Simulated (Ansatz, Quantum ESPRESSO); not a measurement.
# CaGeTe3 (Pm-3m): zone-centre phonons, part 3 of 3

Which modes does CaGeTe3 (Pm-3m) have at the zone centre?

Quantum ESPRESSO 8.0 development, patched; DFT LDA, scalar-relativistic, plane waves, PseudoDojo norm-conserving pseudopotentials.

So far. Step 5 (Zone-centre response): The acoustic modes at Γ come out as far as 1.1 cm⁻¹ from zero, where they should vanish, a small numerical error. The lowest optical mode is imaginary, 86i cm⁻¹, an instability at this level and on this k mesh. Step 6 (Modes with the sum rule): The rule moves no optical mode by more than 0.1 cm⁻¹.

The structure was built from a prototype and need not be the compound's stable phase.

## Step 8: A second program

The same cell goes through another code at the same cutoff. The files are of one family, but Ansatz's library holds files of its own making for some heavy elements, so those for Te may differ. Its k mesh is centred on Γ.

This step: DFT LDA, scalar-relativistic, plane waves, norm-conserving pseudopotentials of its library (PseudoDojo's, some remade) (Ansatz 0.2.0).

input.yaml reads:

```yaml
crystal:
  lattice:
    - [5.3262621431, 0.0, 0.0]
    - [0.0, 5.3262621431, 0.0]
    - [0.0, 0.0, 5.3262621431]
  atoms:
    - { symbol: Ca, position: [0.0, 0.0, 0.0] }
    - { symbol: Ge, position: [0.5, 0.5, 0.5] }
    - { symbol: Te, position: [0.5, 0.5, 0.0] }
    - { symbol: Te, position: [0.5, 0.0, 0.5] }
    - { symbol: Te, position: [0.0, 0.5, 0.5] }
kpoints:
  mp_grid: { grid: [6, 6, 6] }
hamiltonian:
  xc: lda
  pseudopotentials: { kind: nc, accuracy: standard }
scf:
  occupations: { method: cold, width: 0.27211 }
output:
  eigenvalues: true
basis:
  ecutwfc: 1115.667
phonons:
  method: dfpt
```

Started as:

```bash
> ansatz run input.yaml --threads 4 --pin off --max-ram 16384MiB --backend cpu --events-out ev --progress --plain --runs-dir out
```

What it wrote:

```text
Warning: basis.ecutwfc = 1115.667 eV is below the records' recommended 1120 eV, and the density's cutoff is lower with it unless basis.ecutrho_ratio is high enough to keep the records' density cutoff: compare with a run at a higher cutoff
zone centre: on kpoints.mp_grid the ground state, and the responses unless they are solved on pairs of k-points, stand on 64 of the mesh's 216 k-points, reduced under 8 symmetry operations, with k and −k counted as one. Each operation leaves every solved displacement unchanged or reverses it
Engine: ansatz 0.2.0, x86_64-unknown-linux-gnu
Pseudopotentials: kind: nc
Pseudopotential: Ca, nc, valence charge 10, recommended cutoff 979.609905 eV (normal), Ca.nc.azcp (PseudoDojo's, or run here from an input of PseudoDojo's; its table is named by hamiltonian.pseudopotentials.accuracy)
Pseudopotential: Ge, nc, valence charge 14, recommended cutoff 1061.244064 eV (normal), Ge.nc.azcp (PseudoDojo's, or run here from an input of PseudoDojo's; its table is named by hamiltonian.pseudopotentials.accuracy)
Pseudopotential: Te, nc, valence charge 16, recommended cutoff 1120 eV (normal), Te.nc.azcp (PseudoDojo's, or run here from an input of PseudoDojo's; its table is named by hamiltonian.pseudopotentials.accuracy)
Functional definition: SPW92
  exchange = slater_x
  correlation = pw_c
Crystal: 5 atoms, lattice volume = 151.101 Å³
Basis set: ecut = 1115.667 eV, 12893 PW (Γ), exchange–correlation on 120×120×120 points (8 copies of the dense FFT grid, shifted against one another)
Bands: 44, of which v1, the nominal top of the filled ones, is band 36 counted from 1 (35 counted from 0)
Symmetry: 48 space group operations
k-points: 64 of 216 (irreducible under 8 space group operations)
Non-local potential: Ca, projectors of the file, l = 0: 2, l = 1: 2, l = 2: 2
Non-local potential: Ge, projectors of the file, l = 0: 2, l = 1: 2, l = 2: 2
Non-local potential: Te, projectors of the file, l = 0: 3, l = 1: 2, l = 2: 2, l = 3: 2
Initial density: superposition of atomic densities (chi_scale 0.1, normalization cell, long waves kept (reshape's long-wave potential 0.01 eV rms))
Initial wavefunctions: pseudopotential atomic-orbital guess
Functional: x = slater, c = lda
SCF iter   1: F=—  HF=-12018.930653 eV  |F-HF|=—  |Δ(HF+E_count)|=         —  Δρ=4.24e-2  dr2=6.96e0  ethr=3.10e-3  ⟨swp⟩=12.5  Hψ=14688  notcnv=0
preconditioner: auto → Kerker (q_TF=auto, 2.411 Å⁻¹)  [metal: Δε(μ)=0.015 eV  Ē_g=6.312 eV  σ=0.272 eV  W_gap=0.04  n_scr=32 (ndim 8)  ℏωp=14.8 eV  f_vac=0.000  D(μ)=2.45/eV (n_scr^D=18)]
SCF iter   2: F=—  HF=-12017.797807 eV  |F-HF|=—  |Δ(HF+E_count)|=    1.13e0  S|Δr|=    0.00e0  Δρ=1.32e-2  dr2=6.32e-1  ethr=3.10e-3  ⟨swp⟩=3.1  Hψ=5370  notcnv=0  defer=39
SCF iter   3: F=—  HF=-12017.648913 eV  |F-HF|=—  |Δ(HF+E_count)|=   1.49e-1  S|Δr|=    0.00e0  Δρ=5.61e-3  dr2=1.31e-1  ethr=8.78e-4  ⟨swp⟩=1.9  Hψ=3004  notcnv=0  defer=39
SCF iter   4: F=—  HF=-12017.612693 eV  |F-HF|=—  |Δ(HF+E_count)|=   3.62e-2  S|Δr|=    0.00e0  Δρ=1.24e-3  dr2=6.29e-3  ethr=1.81e-4  ⟨swp⟩=2.1  Hψ=3939  notcnv=0  defer=42
SCF iter   5: F=—  HF=-12017.611447 eV  |F-HF|=—  |Δ(HF+E_count)|=   1.25e-3  S|Δr|=    0.00e0  Δρ=3.28e-4  dr2=6.16e-4  ethr=8.73e-6  ⟨swp⟩=2.0  Hψ=4014  notcnv=0  defer=43
SCF iter   6: F=—  HF=-12017.611324 eV  |F-HF|=—  |Δ(HF+E_count)|=   1.23e-4  S|Δr|=    0.00e0  Δρ=1.58e-4  dr2=1.44e-4  ethr=8.56e-7  ⟨swp⟩=1.9  Hψ=3261  notcnv=0  defer=43
SCF iter   7: F=—  HF=-12017.611277 eV  |F-HF|=—  |Δ(HF+E_count)|=   4.67e-5  S|Δr|=    0.00e0  Δρ=4.48e-5  dr2=6.82e-6  ethr=2.00e-7  ⟨swp⟩=2.0  Hψ=3139  notcnv=0  defer=43
SCF iter   8: F=—  HF=-12017.611261 eV  |F-HF|=—  |Δ(HF+E_count)|=   1.58e-5  S|Δr|=    0.00e0  Δρ=1.57e-5  dr2=1.18e-6  ethr=9.48e-9  ⟨swp⟩=2.1  Hψ=4068  notcnv=0  defer=43
SCF iter   9: F=—  HF=-12017.611054 eV  |F-HF|=—  |Δ(HF+E_count)|=   2.08e-4  S|Δr|=    0.00e0  Δρ=4.39e-6  dr2=6.87e-8  ethr=1.64e-9  ⟨swp⟩=2.0  Hψ=3636  notcnv=0  defer=49
SCF iter  10: F=—  HF=-12017.611054 eV  |F-HF|=—  |Δ(HF+E_count)|=   2.14e-8  S|Δr|=    0.00e0  Δρ=1.45e-6  dr2=5.97e-9  ethr=9.54e-11  ⟨swp⟩=2.0  Hψ=4452  notcnv=0  defer=49
SCF iter  11: F=—  HF=-12017.611054 eV  |F-HF|=—  |Δ(HF+E_count)|=   1.71e-9  S|Δr|=    0.00e0  Δρ=3.29e-7  dr2=1.23e-10  ethr=8.30e-12  ⟨swp⟩=2.0  Hψ=4960  notcnv=0  defer=49
SCF iter  12: F=—  HF=-12017.611054 eV  |F-HF|=—  |Δ(HF+E_count)|=  2.55e-11  S|Δr|=    0.00e0  Δρ=9.72e-8  dr2=1.34e-11  ethr=1.00e-12  ⟨swp⟩=1.1  Hψ=2845  notcnv=0  defer=49
SCF iter  13: F=-12017.611054 eV  HF=-12017.611054 eV  |F-HF|=1.27e-11  |Δ(HF+E_count)|=  1.82e-12  S|Δr|=    0.00e0  Δρ=2.55e-8  dr2=8.16e-13  ethr=1.00e-12  ⟨swp⟩=14.0  Hψ=15407  notcnv=0
SCF 1 converged in 13 iterations: F = -12017.611054 eV  dr2 = 8.16e-13
DFPT response loops at Γ: preconditioner auto → Kerker (q_TF=auto, 2.411 Å⁻¹) (partly filled bands, converged f_vac=0.000); β = 1.00, the filter's whole step (`scf.mixing.beta` (0.50) is not read by the response loops under this deck's `scf.mixing.preconditioner`; to damp them name `kerker` or `kerker_dos`, under which they read `scf.mixing.beta`, and type it under 1.00, their step now; both keys bind the ground state too); Broyden in place of MSR1
SCF converged after 13 iterations
Stability not checked: this state was not tested for a lower state beside it, because cold or Methfessel-Paxton smearing, or corrected tetrahedra, fill the levels in a way that the test cannot read (fill_not_monotonic; see scf.lower_state_search)
Free energy (F): -12017.611054 eV
Harris-Foulkes:  -12017.611054 eV  (|F-HF|=1.27e-11)
Internal energy: -12017.644654 eV  (E = F + TS)
E sigma→0 (E₀):  -12017.622254 eV
Entropy (-TS):   0.033600 eV (6.720 meV/atom)
Fermi energy:    8.658661 eV
--- Per-component energies (eV) ---
  E_band       = -1061.633504
  E_kinetic    = 6815.376738
  E_local      = -9505.508494  (includes V_loc(G=0)·N_el)
  E_nonlocal   = -3530.518622
  E_hartree    = 3484.593160
  E_xc         = -2757.547938
  E_vxc        = -1810.169435  (∫ρ·V_xc dr)
  E_ewald      = -6524.039499
  E_smearing   = 0.033600  (= −TS)
  E_closure    = 0.000000  (closes the sum)
  Σ components = -12017.611054   (vs F -12017.611054, Δ=0.00e0)
--- Band table (eV; the first three rows and the last of 64) ---
  k-point 0: bands = [... 32 lower, 7.7814, 7.7814, 7.9694, 7.9694, 7.9694, 10.1644, 10.5589, 10.5589, ... 4 higher]
  k-point 1: bands = [... 32 lower, 7.4947, 7.4947, 7.5478, 7.8825, 7.8825, 10.6602, 10.8324, 10.9172, ... 4 higher]
  k-point 2: bands = [... 32 lower, 6.9412, 7.0422, 7.5732, 7.8059, 7.8059, 10.9601, 10.9912, 11.7208, ... 4 higher]
  k-point 63: bands = [... 32 lower, 8.1724, 9.3298, 9.4824, 9.4824, 9.4824, 9.9968, 9.9968, 9.9968, ... 4 higher]
--- Phonons (Γ-DFPT): 4 representative perturbations + reference, on 64 of 216 k-points (Σ response iterations 14) ---
  k mesh reduced under 8 symmetry operations, with k and −k counted as one. Each operation leaves every solved displacement unchanged or reverses it
  ASR residual: 1.128e-4 → 0.000e0 eV/Å²; symmetrization residual: 3.654e-5 eV/Å²
  ASR residual per site (eV/Å²): 5.87e-5 7.78e-5 1.13e-4 1.13e-4 1.13e-4
  Γ frequencies (cm⁻¹): -85.62 -85.62 -85.62 -26.55 -26.55 -26.55 -15.34 -15.34 -15.34 0.00 0.00 0.00 185.43 185.43 185.43
  non-analytic LO–TO correction: not included (Born effective charges unavailable; polar crystals: no LO–TO splitting at Γ)
```

The job ended after 1.8 min (4 threads of Intel Xeon 6975P-C (Granite Rapids), shared host; peak memory 5.2 GiB).

Numbers from this step:

```yaml
sum_rule_residual_before_enforcement: 1.13e-4 eV/Å²
highest_optical_zone_centre_mode_no_lo_to_term: 185.4 cm⁻¹
lowest_optical_zone_centre_mode: -85.62 cm⁻¹
```

## Step 9: Side by side: QE PseudoDojo and Ansatz, library NC

Numbers from this step:

```yaml
root_mean_square_difference: 0.9 cm⁻¹
largest_difference: 1.5 cm⁻¹
```

The 12 of 12 modes that differ most. Frequencies side by side:

| q (reciprocal lattice) | mode | QE PseudoDojo (cm⁻¹) | Ansatz, library NC (cm⁻¹) |
| --- | --- | --- | --- |
| 0 0 0 | 1 | -85.7 | -85.62 |
| 0 0 0 | 2 | -85.7 | -85.62 |
| 0 0 0 | 3 | -85.7 | -85.62 |
| 0 0 0 | 4 | -27.01 | -26.55 |
| 0 0 0 | 5 | -27.01 | -26.55 |
| 0 0 0 | 6 | -27.01 | -26.55 |
| 0 0 0 | 7 | -16.2 | -15.34 |
| 0 0 0 | 8 | -16.2 | -15.34 |
| 0 0 0 | 9 | -16.2 | -15.34 |
| 0 0 0 | 13 | 186.9 | 185.4 |
| 0 0 0 | 14 | 186.9 | 185.4 |
| 0 0 0 | 15 | 186.9 | 185.4 |

At the zone centre the largest difference (acoustic modes at Γ apart) is 0.8 % of the highest mode.

## Step 10: Outcome

| Item | Value |
| --- | --- |
| space group after relaxation | Pm-3m |
| volume per atom | 30.2 Å³ |
| highest optical zone-centre mode (no LO-TO term) | 186.9 cm⁻¹ |
| lowest optical zone-centre mode | -85.7 cm⁻¹ |
| imaginary optical modes at the zone centre (no q mesh in this session) | yes |
| largest difference from Ansatz, library NC | 1.5 cm⁻¹ |

What this shows: At the LDA level the optical modes of CaGeTe3 (Pm-3m) at the zone centre run from 86i to 187 cm⁻¹, so the structure is a saddle point, with 9 modes beyond 10i cm⁻¹ there. Of the 12 optical modes, 9 are infrared active alone and 3 are silent. QE PseudoDojo and Ansatz, library NC differ by 0.9 cm⁻¹ in the root mean square and by 1.5 cm⁻¹ at most, 0.8 % of the highest mode compared (acoustic modes at Γ left out); the two use different potentials, and the cell was not relaxed for the second set. These are harmonic frequencies at zero temperature: anharmonic shifts and linewidths and thermal expansion are left out. Spin-orbit coupling is left out, which can matter for the heavy elements here. In a metal the frequencies hang on the k mesh and the smearing, most of all near Kohn anomalies. The total energies of the two programs lie far apart, so at least one potential file in Ansatz's library differs from the published one read by the first program. The build is a development version in which the Raman tensors of release 7.5 are mended; dynmat.x leaves out the electro-optic term of LO lines. The structure is a hypothetical one, built on a prototype.

[Host names and launcher messages were left out of these logs when they were recorded.]

[Logs are printed without paths, hosts, clocks, repeated set-up lines and the standing remarks that a program may print on its own settings, such as how far it seeks lower states.]

[Hosts, paths, dates, database ids (printed as entryN), source tags and the programs' standing remarks are cut or masked in the printed files.]
